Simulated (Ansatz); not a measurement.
# Resistivity from frozen vibrations: Ru(0001) with 2 thermally displaced layers, 2x2, part 2 of 2

Aim: the resistivity of Ru at 273 K from frozen thermal displacements between perfect leads. The measured value for the pure metal at this temperature is 7.1 µΩ cm (CRC Handbook of Chemistry and Physics, 84th ed., 2003, Electrical Resistivity of Pure Metals).

Ansatz 0.2.0; Ansatz plane-wave DFT, PBE, PAW files; ballistic transport by layer matching (Landauer), zero bias; PAW set soft_1.

So far, open channels per spin nearest the Fermi level: step 2 (with 2 displaced layers) 5.16.

### Step 4. With 10 displaced layers

Each atom of 10 layers is moved at random, by amounts drawn from a normal law 0.0351 Å wide in each direction from the Debye model (600 K) at 273 K. A fresh draw is used; the growth of the resistance with length is what counts.

System of this step: Ru(0001) with 10 thermally displaced layers, 2x2. The cell holds 80 atoms: 80 Ru. Its edges and angles: a = 5.412 Å, b = 5.412 Å, c = 42.819 Å, α = 90.0°, β = 90.0°, γ = 120.0°. It derives from Ru. Regions: lead, 40 atoms (40 Ru); scattering region, 40 atoms (40 Ru). The structure is stacked along c, and the current runs across the ab planes.

input.yaml reads:

```yaml
crystal:
  lattice:
    - [5.4116, 0.0, 0.0]
    - [-2.7058, 4.6865830751, 0.0]
    - [0.0, 0.0, 42.819]
  atoms:
    - { symbol: Ru, position: [0.1666666667, 0.3333333333, 0.025] }
    - { symbol: Ru, position: [0.1666666667, 0.8333333333, 0.025] }
    - { symbol: Ru, position: [0.6666666667, 0.3333333333, 0.025] }
    - { symbol: Ru, position: [0.6666666667, 0.8333333333, 0.025] }
    - { symbol: Ru, position: [0.3333333333, 0.1666666667, 0.075] }
    - { symbol: Ru, position: [0.3333333333, 0.6666666667, 0.075] }
    - { symbol: Ru, position: [0.8333333333, 0.1666666667, 0.075] }
    - { symbol: Ru, position: [0.8333333333, 0.6666666667, 0.075] }
    - { symbol: Ru, position: [0.1666666667, 0.3333333333, 0.125] }
    - { symbol: Ru, position: [0.1666666667, 0.8333333333, 0.125] }
    - { symbol: Ru, position: [0.6666666667, 0.3333333333, 0.125] }
    - { symbol: Ru, position: [0.6666666667, 0.8333333333, 0.125] }
    - { symbol: Ru, position: [0.3333333333, 0.1666666667, 0.175] }
    - { symbol: Ru, position: [0.3333333333, 0.6666666667, 0.175] }
    - { symbol: Ru, position: [0.8333333333, 0.1666666667, 0.175] }
    - { symbol: Ru, position: [0.8333333333, 0.6666666667, 0.175] }
    - { symbol: Ru, position: [0.1666666667, 0.3333333333, 0.225] }
    - { symbol: Ru, position: [0.1666666667, 0.8333333333, 0.225] }
    - { symbol: Ru, position: [0.6666666667, 0.3333333333, 0.225] }
    - { symbol: Ru, position: [0.6666666667, 0.8333333333, 0.225] }
    - { symbol: Ru, position: [0.3296066616, 0.1688918781, 0.2749863776] }
    - { symbol: Ru, position: [0.3292617241, 0.6611662284, 0.2753174276] }
    - { symbol: Ru, position: [0.8349819534, 0.1659703105, 0.2748182876] }
    - { symbol: Ru, position: [0.8231793403, 0.6630257076, 0.2759888982] }
    - { symbol: Ru, position: [0.1600398422, 0.3225514711, 0.3260938112] }
    - { symbol: Ru, position: [0.1779994894, 0.8491207517, 0.3250512397] }
    - { symbol: Ru, position: [0.6582535998, 0.3224919533, 0.3260851189] }
    - { symbol: Ru, position: [0.6802576257, 0.8271853693, 0.3244695976] }
    - { symbol: Ru, position: [0.3340907831, 0.1604482276, 0.3747782297] }
    - { symbol: Ru, position: [0.331783198, 0.6681042426, 0.3758973967] }
    - { symbol: Ru, position: [0.8369173049, 0.1735483646, 0.374655827] }
    - { symbol: Ru, position: [0.8274527558, 0.6506535413, 0.3738115119] }
    - { symbol: Ru, position: [0.1696188709, 0.3289137172, 0.4254753425] }
    - { symbol: Ru, position: [0.1751353783, 0.8432358512, 0.4256654616] }
    - { symbol: Ru, position: [0.6728443601, 0.3324970291, 0.4244276322] }
    - { symbol: Ru, position: [0.6600945604, 0.8296783828, 0.4240739058] }
    - { symbol: Ru, position: [0.3294361845, 0.165973419, 0.4752062404] }
    - { symbol: Ru, position: [0.323932198, 0.6522602471, 0.4749407514] }
    - { symbol: Ru, position: [0.8388556534, 0.1747882811, 0.4754736613] }
    - { symbol: Ru, position: [0.8264492533, 0.6612463196, 0.4766480392] }
    - { symbol: Ru, position: [0.178431759, 0.3470489467, 0.5267454552] }
    - { symbol: Ru, position: [0.1628035027, 0.8362186068, 0.5253755486] }
    - { symbol: Ru, position: [0.6723252603, 0.3373916274, 0.5251656194] }
    - { symbol: Ru, position: [0.6621699124, 0.8220811436, 0.5248644246] }
    - { symbol: Ru, position: [0.3289566695, 0.1676109318, 0.5746167634] }
    - { symbol: Ru, position: [0.3404118599, 0.672800707, 0.5752530278] }
    - { symbol: Ru, position: [0.8357319257, 0.1673627424, 0.5746329507] }
    - { symbol: Ru, position: [0.8304104951, 0.662954784, 0.5753180239] }
    - { symbol: Ru, position: [0.1689348399, 0.3376866106, 0.6239109385] }
    - { symbol: Ru, position: [0.1695685783, 0.8276215176, 0.6243981263] }
    - { symbol: Ru, position: [0.6632765339, 0.3291141583, 0.6252386284] }
    - { symbol: Ru, position: [0.6589381902, 0.825324039, 0.6243067155] }
    - { symbol: Ru, position: [0.3420081171, 0.1669981163, 0.6740430031] }
    - { symbol: Ru, position: [0.3275614416, 0.6550142175, 0.6764668653] }
    - { symbol: Ru, position: [0.8252387926, 0.1702520354, 0.6754455971] }
    - { symbol: Ru, position: [0.8250534791, 0.668915431, 0.6758173583] }
    - { symbol: Ru, position: [0.1706765669, 0.3352880786, 0.7257779521] }
    - { symbol: Ru, position: [0.1689699774, 0.8358528151, 0.7248961375] }
    - { symbol: Ru, position: [0.6672393319, 0.3262833277, 0.7256489896] }
    - { symbol: Ru, position: [0.6593055202, 0.8251654537, 0.7252993859] }
    - { symbol: Ru, position: [0.3333333333, 0.1666666667, 0.775] }
    - { symbol: Ru, position: [0.3333333333, 0.6666666667, 0.775] }
    - { symbol: Ru, position: [0.8333333333, 0.1666666667, 0.775] }
    - { symbol: Ru, position: [0.8333333333, 0.6666666667, 0.775] }
    - { symbol: Ru, position: [0.1666666667, 0.3333333333, 0.825] }
    - { symbol: Ru, position: [0.1666666667, 0.8333333333, 0.825] }
    - { symbol: Ru, position: [0.6666666667, 0.3333333333, 0.825] }
    - { symbol: Ru, position: [0.6666666667, 0.8333333333, 0.825] }
    - { symbol: Ru, position: [0.3333333333, 0.1666666667, 0.875] }
    - { symbol: Ru, position: [0.3333333333, 0.6666666667, 0.875] }
    - { symbol: Ru, position: [0.8333333333, 0.1666666667, 0.875] }
    - { symbol: Ru, position: [0.8333333333, 0.6666666667, 0.875] }
    - { symbol: Ru, position: [0.1666666667, 0.3333333333, 0.925] }
    - { symbol: Ru, position: [0.1666666667, 0.8333333333, 0.925] }
    - { symbol: Ru, position: [0.6666666667, 0.3333333333, 0.925] }
    - { symbol: Ru, position: [0.6666666667, 0.8333333333, 0.925] }
    - { symbol: Ru, position: [0.3333333333, 0.1666666667, 0.975] }
    - { symbol: Ru, position: [0.3333333333, 0.6666666667, 0.975] }
    - { symbol: Ru, position: [0.8333333333, 0.1666666667, 0.975] }
    - { symbol: Ru, position: [0.8333333333, 0.6666666667, 0.975] }
kpoints:
  mp_grid: { grid: [5, 5, 1] }
hamiltonian:
  xc: pbe
  pseudopotentials: { kind: paw, azcp: { folder: soft_1 } }
scf:
  occupations: { method: fermi_dirac, width: 0.1 }
output:
  transmission:
    leads: [[0, 8]]
    kmesh: [10, 10]
    e_range: [-0.05, 0.05]
    de: 0.05
  write_potential: true
  write_density: true
  volumetric_format: npy
```

Launch:

```console
> ansatz run input.yaml --threads 4 --pin off --max-ram 15360MiB --backend cpu --events-out ev --progress --plain --runs-dir out
```

Numbers of over 12 decimals in the logs are rounded to 6 here.

Output:

```text
[...]
Crystal: 80 atoms, lattice volume = 1085.972 Å³
Basis set: ecut = 420 eV, 21185 PW (Γ)
Bands: 768, of which v1, the nominal top of the filled ones, is band 640 counted from 1 (639 counted from 0)
Symmetry: 1 space group operations
[...]
k-points: 13 of 25 (time reversal used)
[...]
SCF iter   1: F=—  HF=-470347.628520 eV  |F-HF|=—  |Δ(HF+E_count)|=         —  Δρ=1.22e-1  dr2=1.56e2  ethr=3.10e-3  ⟨swp⟩=5.0  Hψ=32535  notcnv=0  defer=24
[...]
SCF iter   9: F=-470298.194251 eV  HF=-470298.194251 eV  |F-HF|=1.43e-8  |Δ(HF+E_count)|=   5.18e-9  Δρ=7.85e-7  dr2=1.72e-8  ethr=7.81e-12  ⟨swp⟩=7.5  Hψ=21343  notcnv=0
SCF 1 converged in 9 iterations: F = -470298.194251 eV  dr2 = 1.72e-8
[...]
transmission: 422 of 4212 steps passed
transmission: 845 of 4212 steps passed
[...]
transmission: 4212 of 4212 steps passed
SCF converged after 9 iterations
Free energy (F): -470298.194251 eV
[...]
Internal energy: -470295.639420 eV  (E = F + TS)
E sigma→0 (E₀):  -470296.916836 eV
Entropy (-TS):   -2.554831 eV (-31.935 meV/atom)
Fermi energy:    23.360194 eV
[...]
--- Band table (eV; the first three rows and the last of 13) ---
  k-point 0: bands = [... 636 lower, 24.2428, 24.2537, 24.3732, 24.3753, 24.3815, 24.3973, 24.4100, 24.4113, ... 124 higher]
  k-point 1: bands = [... 636 lower, 23.6002, 23.6136, 23.6348, 23.8157, 23.8241, 23.8313, 23.8370, 23.8750, ... 124 higher]
  k-point 2: bands = [... 636 lower, 23.1381, 23.1445, 23.1537, 23.1716, 23.1923, 23.2063, 23.2772, 23.2909, ... 124 higher]
  k-point 12: bands = [... 636 lower, 23.1745, 23.2967, 23.3202, 23.3301, 23.3384, 23.3495, 23.3651, 23.3798, ... 124 higher]
--- Transmission ---
  basis      : 223 plane waves across, 81 finite elements along
  points     : 52, standing for a mesh of 10 x 10
[...]
channels       : 5.280000e0 a spin
[...]
junction   : crystal 0 to crystal 0, 0.70 to 39.24 Å
    transmission   : 4.455672e0 a spin
[...]
```

Run time: 10 min. Hardware: 4 threads of Intel Xeon 6975P-C (Granite Rapids), shared host; peak memory 8.5 GiB; 39 min of CPU time.

Numbers from this step:

```yaml
free_energy: -470298.1943 eV
energy_at_zero_smearing: -470296.9168 eV
fermi_energy: 23.36 eV
transmission_per_spin_nearest_the_fermi_level: 4.456
step_of_the_lead_s_potential: 3.1 meV
```

Per spin. Transmission, zone mean against energy, zero at the Fermi level:

```csv
energy (eV),"transmission, zone mean"
-0.0500,4.49
0.0000,4.46
0.0500,4.65
```

Over the solved energies the transmission per spin lies between 4.46 and 4.65, out of 5.44 channels of the lead on average (up to 5.88).

### Step 5. Resistance against length

This step: Ansatz plane-wave DFT, PBE, PAW files; ballistic transport by layer matching (Landauer), zero bias; resistivity from the slope of the area resistance; PAW set soft_1 (Ansatz 0.2.0).

This step gave:

* resistivity: 6.046 µΩ cm
* intercept: -0.006005 fΩ m²
* scatter about the fit: 0.003953 fΩ m²

Resistance, by row:

```csv
run,length (Å),T,channels N,RA (fΩ m²)
n2,4.282,5.176,5.32,0.01709
n6,12.85,4.863,5.493,0.07725
n10,21.41,4.532,5.44,0.1206
```

Table of area resistance by length of the displaced region:

```csv
length of the displaced region (Å),area resistance (fΩ m²)
4.28,0.0171
12.85,0.0772
21.41,0.121
```

The area resistance goes from 0.017 to 0.12 fΩ m² between 4.3 and 21.4 Å, a slope of 6.0 µΩ cm.

By hand from the end points: (0.1206 − 0.01709) fΩ m² / (21.41 − 4.28) Å = 6.0 µΩ cm, since 1 fΩ m² per Å is 1000 µΩ cm.

### Step 6. Outcome

```
resistivity from the slope  : 6.05 µΩ cm
area resistance over 4.28 Å : 0.0171 fΩ m²
area resistance over 12.8 Å : 0.0772 fΩ m²
area resistance over 21.4 Å : 0.121 fΩ m²
```

In words: The slope gives 6.0 µΩ cm. The points scatter by 0.0040 fΩ m² about the line, with one random draw a length in a 2x2 cell, so the slope is a rough value. The mean square of the displacements drawn is 0.69, 0.93 and 0.79 of the nominal one at the three lengths; with each resistance scaled back by that, the slope is 7.4 µΩ cm, the value used below. The lead's own channel count moves between the runs (5.32, 5.49 and 5.44), which shifts RA and the slope too. The current runs along the hexagonal axis, while the measured value below is not for that direction. Read with a model of isotropic scattering on a spherical Fermi surface and the lead's 1.6×10¹⁵ S/m², this slope means a mean free path near 70 Å; over these lengths the model's slope is 1.13 times its bulk resistivity, which would be 6.6 µΩ cm. Uncorrelated displacements put too much weight on short waves, which scatter strongly; with the sideways repeat of a small cell, one draw and three short lengths, the method is good to a factor of two or three. The measured value is 7.1 µΩ cm (CRC Handbook of Chemistry and Physics, 84th ed., 2003, Electrical Resistivity of Pure Metals); the scaled slope is 1.0 times that and the corrected value 0.92: fair for so small a cell.

[Logs are printed without paths, hosts, clocks, repeated set-up lines and the standing remarks that a program may print on its own settings, such as how far it seeks lower states.]

[Hosts, paths, dates, database ids (printed as entryN), source tags and the programs' standing remarks are cut or masked in the printed files.]
